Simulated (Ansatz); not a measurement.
# O on W(110): change of the work function, part 2 of 5

Wanted: Δφ(θ) for O/W(110), starting from the hollow site.

Ansatz 0.2.0; plane-wave DFT, PBE-D3(BJ), Ansatz PAW (the session's first sound run).

So far, work function, upper face (eV): step 2 (the clean slab) 4.83.

**3. Adsorbate added, k-mesh 4×4×1, coverage 0.111 ML**

System of this step: W36O (O/W(110)). The cell holds 37 atoms: 36 W and 1 O. Its edges and angles: a = 8.210 Å, b = 8.210 Å, c = 26.354 Å, α = 90.0°, β = 90.0°, γ = 70.5°. Vacuum lies along c.

The clean slab as it ended is repeated in the plane and the adsorbate is set on one face; the cell's size fixes the coverage, and the k-mesh shrinks with it to keep the sampling density about even. Adsorbate and upper layers relax, since the dipole depends on the height.

The input, input.yaml:

```yaml
crystal:
  lattice:
    - [6.7033722855, -4.74, 0.0]
    - [6.7033722855, 4.74, 0.0]
    - [0.0, 0.0, 26.3538566803]
  atoms:
    - { symbol: W, position: [0.0, 0.0, 0.3415059932] }
    - { symbol: W, position: [0.1666666667, 0.1666666667, 0.4262927269] }
    - { symbol: W, position: [0.0, 0.0, 0.5114464376] }
    - { symbol: W, position: [0.1666666667, 0.1666666667, 0.5939903406] }
    - { symbol: W, position: [0.0, 0.3333333333, 0.3415059932] }
    - { symbol: W, position: [0.1666666667, 0.5, 0.4262927269] }
    - { symbol: W, position: [0.0, 0.3333333333, 0.5114464376] }
    - { symbol: W, position: [0.1666666667, 0.5, 0.5939903406] }
    - { symbol: W, position: [0.0, 0.6666666667, 0.3415059932] }
    - { symbol: W, position: [0.1666666667, 0.8333333333, 0.4262927269] }
    - { symbol: W, position: [0.0, 0.6666666667, 0.5114464376] }
    - { symbol: W, position: [0.1666666667, 0.8333333333, 0.5939903406] }
    - { symbol: W, position: [0.3333333333, 0.0, 0.3415059932] }
    - { symbol: W, position: [0.5, 0.1666666667, 0.4262927269] }
    - { symbol: W, position: [0.3333333333, 0.0, 0.5114464376] }
    - { symbol: W, position: [0.5, 0.1666666667, 0.5939903406] }
    - { symbol: W, position: [0.3333333333, 0.3333333333, 0.3415059932] }
    - { symbol: W, position: [0.5, 0.5, 0.4262927269] }
    - { symbol: W, position: [0.3333333333, 0.3333333333, 0.5114464376] }
    - { symbol: W, position: [0.5, 0.5, 0.5939903406] }
    - { symbol: W, position: [0.3333333333, 0.6666666667, 0.3415059932] }
    - { symbol: W, position: [0.5, 0.8333333333, 0.4262927269] }
    - { symbol: W, position: [0.3333333333, 0.6666666667, 0.5114464376] }
    - { symbol: W, position: [0.5, 0.8333333333, 0.5939903406] }
    - { symbol: W, position: [0.6666666667, 0.0, 0.3415059932] }
    - { symbol: W, position: [0.8333333333, 0.1666666667, 0.4262927269] }
    - { symbol: W, position: [0.6666666667, 0.0, 0.5114464376] }
    - { symbol: W, position: [0.8333333333, 0.1666666667, 0.5939903406] }
    - { symbol: W, position: [0.6666666667, 0.3333333333, 0.3415059932] }
    - { symbol: W, position: [0.8333333333, 0.5, 0.4262927269] }
    - { symbol: W, position: [0.6666666667, 0.3333333333, 0.5114464376] }
    - { symbol: W, position: [0.8333333333, 0.5, 0.5939903406] }
    - { symbol: W, position: [0.6666666667, 0.6666666667, 0.3415059932] }
    - { symbol: W, position: [0.8333333333, 0.8333333333, 0.4262927269] }
    - { symbol: W, position: [0.6666666667, 0.6666666667, 0.5114464376] }
    - { symbol: W, position: [0.8333333333, 0.8333333333, 0.5939903406] }
    - { symbol: O, position: [0.28, 0.28, 0.6584940068] }
kpoints:
  mp_grid: { grid: [4, 4, 1] }
hamiltonian:
  xc: pbe
  dispersion: d3bj
scf:
  occupations: { method: fermi_dirac, width: 0.1 }
  convergence: { dr2_threshold: 1.0e-08 }
efield:
  axis: 3
  dipole_correction: true
  ramp_position: 0.97
  ramp_width: 0.06
relax:
  f_tol: 0.02
  max_steps: 60
  constraints:
    - { sites: [0, 1, 4, 5, 8, 9, 12, 13, 16, 17, 20, 21, 24, 25, 28, 29, 32, 33] }
output:
  bader: true
  write_potential: true
  write_density: true
  volumetric_format: npy
```

Started as:

```console
$ ansatz run input.yaml --threads 4 --pin off --max-ram 12288MiB --backend cpu --events-out ev --progress --plain --runs-dir out
```

Numbers of over 12 decimals in the logs are rounded to 6 here.

The program printed:

```text
[...]
Crystal: 37 atoms, lattice volume = 1674.734 Å³
Basis set: ecut = 420 eV, 32793 PW (Γ), exchange–correlation on 120×120×360 points (8 copies of the dense FFT grid, shifted against one another)
Bands: 306, of which v1, the nominal top of the filled ones, is band 255 counted from 1 (254 counted from 0)
Symmetry: 2 space group operations
[...]
k-points: 7 of 16 (time reversal used)
[...]
SCF iter   1: F=—  HF=-374414.784407 eV  |F-HF|=—  |Δ(HF+E_count)|=         —  Δρ=9.49e-3  dr2=1.83e1  ethr=1.77e-3  p=-0.137 e·Å  D=-1.48e-2 V/Å  ΔV_dip=0.39 eV  dr2_dipole=1.02e-3  V_vac-E_F(+/−)=5.44/5.05 eV  ⟨swp⟩=10.7  Hψ=11397  notcnv=0
[...]
SCF iter  11: F=-374413.945252 eV  HF=-374413.945252 eV  |F-HF|=8.96e-9  |Δ(HF+E_count)|=   1.27e-8  Δρ=2.15e-7  dr2=1.74e-9  ethr=1.96e-12  p=-0.120 e·Å  D=-1.30e-2 V/Å  ΔV_dip=0.34 eV  dr2_dipole=3.30e-13  V_vac-E_F(+/−)=5.25/4.91 eV  ⟨swp⟩=10.7  Hψ=14192  notcnv=0
SCF 1 converged in 11 iterations: F = -374413.945252 eV  dr2 = 1.74e-9
[...]
relax step   1: F+E_penalty+E_count = -374413.94525195 eV  Δ(F+E_penalty+E_count) = +0.000e0 eV  max|allowed force component| = 4.369e0 eV/Å  Δτ_max = 0.0000 Å  (11 SCF iters, accepted)
[...]
SCF iter  10: F=-374414.936290 eV  HF=-374414.936290 eV  |F-HF|=1.27e-8  |Δ(HF+E_count)|=   1.29e-8  Δρ=2.04e-7  dr2=1.38e-9  ethr=1.96e-12  p=-0.043 e·Å  D=-4.66e-3 V/Å  ΔV_dip=0.12 eV  dr2_dipole=3.21e-12  V_vac-E_F(+/−)=5.03/4.91 eV  ⟨swp⟩=11.1  Hψ=14803  notcnv=0
SCF 2 converged in 10 iterations: F = -374414.936290 eV  dr2 = 1.38e-9
relax step   2: F+E_penalty+E_count = -374414.93628986 eV  Δ(F+E_penalty+E_count) = -9.910e-1 eV  max|allowed force component| = 2.494e0 eV/Å  Δτ_max = 0.1948 Å  (10 SCF iters, accepted)
SCF iter   1: F=—  HF=-374415.279586 eV  |F-HF|=—  |Δ(HF+E_count)|=         —  Δρ=3.84e-3  dr2=1.69e-1  ethr=6.54e-4  p=-0.043 e·Å  D=-4.66e-3 V/Å  ΔV_dip=0.12 eV  dr2_dipole=4.32e-3  V_vac-E_F(+/−)=5.03/4.91 eV  ⟨swp⟩=5.1  Hψ=5071  notcnv=0
[...]
SCF iter   9: F=-374415.228042 eV  HF=-374415.228042 eV  |F-HF|=1.13e-8  |Δ(HF+E_count)|=   1.04e-7  Δρ=4.21e-7  dr2=5.54e-9  ethr=1.96e-12  p=0.013 e·Å  D=1.36e-3 V/Å  ΔV_dip=-0.04 eV  dr2_dipole=1.07e-10  V_vac-E_F(+/−)=4.87/4.91 eV  ⟨swp⟩=11.7  Hψ=16161  notcnv=0
SCF 3 converged in 9 iterations: F = -374415.228042 eV  dr2 = 5.54e-9
relax step   3: F+E_penalty+E_count = -374415.22804200 eV  Δ(F+E_penalty+E_count) = -2.918e-1 eV  max|allowed force component| = 6.758e-1 eV/Å  Δτ_max = 0.1948 Å  (9 SCF iters, accepted)
[...]
relax step   4: F+E_penalty+E_count = -374415.25960010 eV  Δ(F+E_penalty+E_count) = -3.156e-2 eV  max|allowed force component| = 2.095e-1 eV/Å  Δτ_max = 0.0972 Å  (9 SCF iters, accepted)
[...]
relax step   5: F+E_penalty+E_count = -374415.26924185 eV  Δ(F+E_penalty+E_count) = -9.642e-3 eV  max|allowed force component| = 5.284e-2 eV/Å  Δτ_max = 0.0315 Å  (9 SCF iters, accepted)
SCF iter   1: F=—  HF=-374415.268827 eV  |F-HF|=—  |Δ(HF+E_count)|=         —  Δρ=2.96e-4  dr2=1.70e-3  ethr=2.62e-6  p=0.021 e·Å  D=2.25e-3 V/Å  ΔV_dip=-0.06 eV  dr2_dipole=1.32e-4  V_vac-E_F(+/−)=4.85/4.90 eV  ⟨swp⟩=3.0  Hψ=3527  notcnv=0
[...]
SCF iter   7: F=-374415.269818 eV  HF=-374415.269818 eV  |F-HF|=1.39e-8  |Δ(HF+E_count)|=   4.97e-8  Δρ=2.90e-7  dr2=1.72e-9  ethr=1.96e-12  p=0.020 e·Å  D=2.12e-3 V/Å  ΔV_dip=-0.06 eV  dr2_dipole=1.31e-11  V_vac-E_F(+/−)=4.85/4.90 eV  ⟨swp⟩=11.7  Hψ=16076  notcnv=0
SCF 6 converged in 7 iterations: F = -374415.269818 eV  dr2 = 1.72e-9
relax step   6: F+E_penalty+E_count = -374415.26981836 eV  Δ(F+E_penalty+E_count) = -5.765e-4 eV  max|allowed force component| = 1.167e-2 eV/Å  Δτ_max = 0.0070 Å  (7 SCF iters, accepted)
NSCF: frozen V_eff on 7 k-points
[...]
SCF converged after 7 iterations
Free energy (F): -374415.269818 eV
[...]
Internal energy: -374414.397383 eV  (E = F + TS)
E sigma→0 (E₀):  -374414.833601 eV
Entropy (-TS):   -0.872435 eV (-23.579 meV/atom)
Fermi energy:    4.624568 eV
Dipole field:    D = 0.002122 V/Å  (p = 0.019640 e·Å, saw-weighted, corrected)
Work function:   Φ+ = 4.8491 eV   Φ− = 4.9050 eV
[...]
--- Forces (eV/Å), atoms counted from 1 ---
  atom   1  W     -0.02266404     0.00000000     0.52863987
  atom   2  W      0.07398050     0.00000000    -0.43008767
  atom   3  W      0.00182662     0.00000000     0.00086028
  atom   4  W      0.00170617     0.00000000    -0.00291223
  atom   5  W      0.02258060    -0.03072260     0.48967223
  atom   6  W      0.02513352     0.02170999    -0.52161371
  atom   7  W      0.00659844     0.00866640     0.00499554
  atom   8  W     -0.00380664    -0.00381520     0.01166974
  atom   9  W     -0.00116557    -0.04432686     0.48399165
  atom  10  W      0.02821416    -0.00589258    -0.53801385
  atom  11  W     -0.00260353    -0.01088547    -0.00185627
  atom  12  W      0.00503265    -0.00643065     0.00010256
  atom  13  W      0.02258060     0.03072260     0.48967223
  atom  14  W      0.02513352    -0.02170999    -0.52161371
  atom  15  W      0.00659844    -0.00866640     0.00499554
  atom  16  W     -0.00380664     0.00381520     0.01166974
  atom  17  W     -0.01168868     0.00000000     0.51122212
  atom  18  W     -0.02066281     0.00000000    -0.40025352
  atom  19  W     -0.00354335     0.00000000     0.00252310
  atom  20  W      0.00515305     0.00000000    -0.00993285
  atom  21  W     -0.02294625    -0.01846220     0.47654502
  atom  22  W     -0.03249685    -0.01969595    -0.52098692
  atom  23  W     -0.00418818     0.00578491     0.00354134
  atom  24  W     -0.00458719     0.00435310    -0.00476379
  atom  25  W     -0.00116557     0.04432686     0.48399165
  atom  26  W      0.02821416     0.00589258    -0.53801385
  atom  27  W     -0.00260353     0.01088547    -0.00185627
  atom  28  W      0.00503265     0.00643065     0.00010256
  atom  29  W     -0.02294625     0.01846220     0.47654502
  atom  30  W     -0.03249685     0.01969595    -0.52098692
  atom  31  W     -0.00418818    -0.00578491     0.00354134
  atom  32  W     -0.00458719    -0.00435310    -0.00476379
  atom  33  W      0.01595860     0.00000000     0.52191765
  atom  34  W     -0.07287958     0.00000000    -0.48025221
  atom  35  W      0.00351861     0.00000000     0.00355207
  atom  36  W     -0.00826166     0.00000000    -0.00036626
  atom  37  O      0.00606012     0.00000000    -0.01150076
  max |Σ_I F_I| component: 3.39e-5 eV/Å
--- Band table (eV; the first three rows and the last of 7) ---
  k-point 0: bands = [... 251 lower, 4.3174, 4.4127, 4.4175, 4.5773, 4.5944, 5.0675, 5.1240, 5.2720, ... 47 higher]
  k-point 1: bands = [... 251 lower, 4.4533, 4.6166, 4.6653, 4.6837, 4.7558, 4.7717, 4.8593, 4.9283, ... 47 higher]
  k-point 2: bands = [... 251 lower, 4.5805, 4.6325, 4.6551, 4.6856, 4.7493, 4.7898, 4.8344, 4.8905, ... 47 higher]
  k-point 6: bands = [... 251 lower, 3.8618, 4.1275, 4.1996, 4.4116, 4.4260, 4.4768, 4.5229, 4.6733, ... 47 higher]
--- Relaxed structure (6 steps of the walk, 6 accepted, 0 SCFs on fresh bases) ---
  F+E_penalty+E_count = -374415.26981836 eV   max|allowed force component| = 1.167e-2 eV/Å
  atoms:
    - { symbol: W, position: [0.0, 0.0, 0.341506] }
    - { symbol: W, position: [0.1666666667, 0.1666666667, 0.4262927269] }
    - { symbol: W, position: [0.000266731, 0.000266731, 0.511180] }
    - { symbol: W, position: [0.163845, 0.163845, 0.594600] }
    - { symbol: W, position: [-2.7755575615628914e-17, 0.333333, 0.341506] }
    - { symbol: W, position: [0.166667, 0.5, 0.4262927269] }
    - { symbol: W, position: [0.000740604, 0.333989, 0.511667] }
    - { symbol: W, position: [0.168899, 0.500826, 0.596127] }
    - { symbol: W, position: [0.0, 0.6666666667, 0.341506] }
    - { symbol: W, position: [0.166667, 0.8333333333, 0.4262927269] }
    - { symbol: W, position: [0.000336782, 0.667901, 0.511220] }
    - { symbol: W, position: [0.167731, 0.833658, 0.593930] }
    - { symbol: W, position: [0.333333, -2.7755575615628914e-17, 0.341506] }
    - { symbol: W, position: [0.5, 0.166667, 0.4262927269] }
    - { symbol: W, position: [0.333989, 0.000740604, 0.511667] }
    - { symbol: W, position: [0.500826, 0.168899, 0.596127] }
    - { symbol: W, position: [0.3333333333, 0.3333333333, 0.341506] }
    - { symbol: W, position: [0.5, 0.5, 0.4262927269] }
    - { symbol: W, position: [0.333777, 0.333777, 0.511951] }
    - { symbol: W, position: [0.506156, 0.506156, 0.593386] }
    - { symbol: W, position: [0.333333, 0.6666666667, 0.341506] }
    - { symbol: W, position: [0.500000, 0.833333, 0.4262927269] }
    - { symbol: W, position: [0.332541, 0.667317, 0.511515] }
    - { symbol: W, position: [0.501673, 0.834545, 0.593557] }
    - { symbol: W, position: [0.6666666667, 0.0, 0.341506] }
    - { symbol: W, position: [0.8333333333, 0.166667, 0.4262927269] }
    - { symbol: W, position: [0.667901, 0.000336782, 0.511220] }
    - { symbol: W, position: [0.833658, 0.167731, 0.593930] }
    - { symbol: W, position: [0.6666666667, 0.333333, 0.341506] }
    - { symbol: W, position: [0.833333, 0.500000, 0.4262927269] }
    - { symbol: W, position: [0.667317, 0.332541, 0.511515] }
    - { symbol: W, position: [0.834545, 0.501673, 0.593557] }
    - { symbol: W, position: [0.6666666667, 0.6666666667, 0.341506] }
    - { symbol: W, position: [0.8333333333, 0.8333333333, 0.4262927269] }
    - { symbol: W, position: [0.666957, 0.666957, 0.511407] }
    - { symbol: W, position: [0.834993, 0.834993, 0.593650] }
    - { symbol: O, position: [0.286502, 0.286502, 0.641225] }
--- Bader charges: 37 sites ---
  site symbol  charge [e]  shift [e]
     0      W     -0.0576     0.0000
     1      W      0.0543     0.0000
     2      W      0.0724     0.0000
     3      W      0.3111     0.0000
     4      W     -0.0551     0.0000
     5      W      0.0522     0.0000
     6      W      0.0596     0.0000
     7      W      0.2914     0.0001
     8      W     -0.0572     0.0000
     9      W      0.0541     0.0000
    10      W      0.0388     0.0000
    11      W     -0.0547     0.0000
    12      W     -0.0550     0.0000
    13      W      0.0522     0.0000
    14      W      0.0596     0.0000
    15      W      0.2914     0.0001
    16      W     -0.0537     0.0000
    17      W      0.0522     0.0000
    18      W      0.0470     0.0000
    19      W     -0.0284     0.0000
    20      W     -0.0559     0.0000
    21      W      0.0532     0.0000
    22      W      0.0599     0.0000
    23      W     -0.0439     0.0000
    24      W     -0.0572     0.0000
    25      W      0.0541     0.0000
    26      W      0.0388     0.0000
    27      W     -0.0547     0.0000
    28      W     -0.0559     0.0000
    29      W      0.0532     0.0000
    30      W      0.0600     0.0000
    31      W     -0.0439     0.0000
    32      W     -0.0557     0.0000
    33      W      0.0546     0.0000
    34      W      0.0845     0.0000
    35      W     -0.0489     0.0000
    36      O     -1.1169     0.0002
  estimated error of the sums over rays = 1.0e-3 e
```

The job ended after 21 min (4 threads of Arm Neoverse V1, shared host; peak memory 9.3 GiB; 82 min of CPU time).

The steps of the relaxation:

```tsv
step	energy less that of the first step (eV)	largest force component (eV/Å)
1	0.0000	4.3692
2	-0.9910	2.4940
3	-1.2828	0.6758
4	-1.3143	0.2095
5	-1.3240	0.0528
6	-1.3246	0.0117
```

Forces are held to the 2 operations that the run works with; a distortion that breaks them can't arise in this run.

The atoms that moved most (Å):

```tsv
atom	dx	dy	dz	length
O37	0.087	0.000	-0.455	0.463
W20	0.083	0.000	-0.016	0.084
W16	0.020	0.007	0.056	0.060
W8	0.020	-0.007	0.056	0.060
W4	-0.038	0.000	0.016	0.041
W36	0.022	0.000	-0.009	0.024
W32	0.019	0.002	-0.011	0.023
W24	0.019	-0.002	-0.011	0.023
```

Final coordinates:

```xyz
37
Lattice="6.7034 -4.7400 0.0000 6.7034 4.7400 0.0000 0.0000 0.0000 26.3539" Properties=species:S:1:pos:R:3
W     0.0000    0.0000    9.0000
W     2.2345    0.0000   11.2345
W     0.0036    0.0000   13.4716
W     2.1966    0.0000   15.6700
W     2.2345    1.5800    9.0000
W     4.4689    1.5800   11.2345
W     2.2438    1.5796   13.4844
W     4.4894    1.5733   15.7102
W     4.4689    3.1600    9.0000
W     6.7034    3.1600   11.2345
W     4.4794    3.1643   13.4726
W     6.7127    3.1565   15.6523
W     2.2345   -1.5800    9.0000
W     4.4689   -1.5800   11.2345
W     2.2438   -1.5796   13.4844
W     4.4894   -1.5733   15.7102
W     4.4689    0.0000    9.0000
W     6.7034    0.0000   11.2345
W     4.4749    0.0000   13.4919
W     6.7859    0.0000   15.6380
W     6.7034    1.5800    9.0000
W     8.9378    1.5800   11.2345
W     6.7024    1.5868   13.4804
W     8.9572    1.5778   15.6425
W     4.4689   -3.1600    9.0000
W     6.7034   -3.1600   11.2345
W     4.4794   -3.1643   13.4726
W     6.7127   -3.1565   15.6523
W     6.7034   -1.5800    9.0000
W     8.9378   -1.5800   11.2345
W     6.7024   -1.5868   13.4804
W     8.9572   -1.5778   15.6425
W     8.9378    0.0000    9.0000
W    11.1723    0.0000   11.2345
W     8.9417    0.0000   13.4776
W    11.1945    0.0000   15.6450
O     3.8411    0.0000   16.8987
```

Numbers from this step:

```yaml
energy_at_zero_smearing: -374414.8336 eV
work_function_upper_face: 4.849 eV
work_function_lower_face: 4.905 eV
dipole_along_the_normal: 0.01964 e·Å
step_between_the_vacuum_levels: -0.05592 eV
```

Running mean over 2.234 Å of the planar mean; the ramp of the sawtooth is left out. Electron's electrostatic potential energy less the Fermi level against z:

z (Å), electron's electrostatic potential energy less the Fermi level (eV) and a bar from the least value:
```
      3.5        4.9 ##############################
      4.0        4.9 ##############################
      4.5        4.9 ##############################
      5.0        4.9 ##############################
      5.5        4.9 ##############################
      6.0        4.8 ##############################
      6.5        4.4 #############################
      7.0        3.3 ###########################
      7.5       -0.1 ######################
      8.0       -5.8 ############
      8.5      -10.5 ####
      9.0      -12.2 ##
      9.5      -12.5 #
     10.0      -12.6 #
     10.5      -12.7 #
     11.0      -12.7 #
     11.5      -12.7 #
     12.0      -12.7 #
     12.5      -12.7 #
     13.0      -12.7 #
     13.5      -12.8 #
     14.0      -13.0 
     14.5      -13.2 
     15.0      -13.0 
     15.5      -12.6 #
     16.0      -11.8 ##
     16.5       -8.1 ########
     17.0       -2.3 ##################
     17.5        2.0 #########################
     18.0        3.9 ############################
     18.5        4.6 #############################
     19.0        4.8 ##############################
     19.5        4.8 ##############################
     20.0        4.8 ##############################
     20.5        4.8 ##############################
     21.0        4.8 ##############################
     21.5        4.8 ##############################
     22.0        4.8 ##############################
     22.5        4.8 ##############################
     23.0        4.8 ##############################
```

The relaxation took 6 steps and lowered the energy by 1.3 eV; the largest force on the free atoms ends at 0.012 eV/Å.

The covered face has 4.85 eV, +0.02 eV against the clean one; the bare back face has moved by +0.00 eV, a measure of how thin the slab is.

(Part 2 of 5 ends here.)

[Logs are printed without paths, hosts, clocks, repeated set-up lines and the standing remarks that a program may print on its own settings, such as how far it seeks lower states.]

[Hosts, paths, dates, database ids (printed as entryN), source tags and the programs' standing remarks are cut or masked in the printed files.]

[Maps of the electrostatic potential energy from Ansatz leave out the sawtooth potential of an applied field or a dipole correction, so their vacuum need not be flat; planar profiles and work functions include it.]
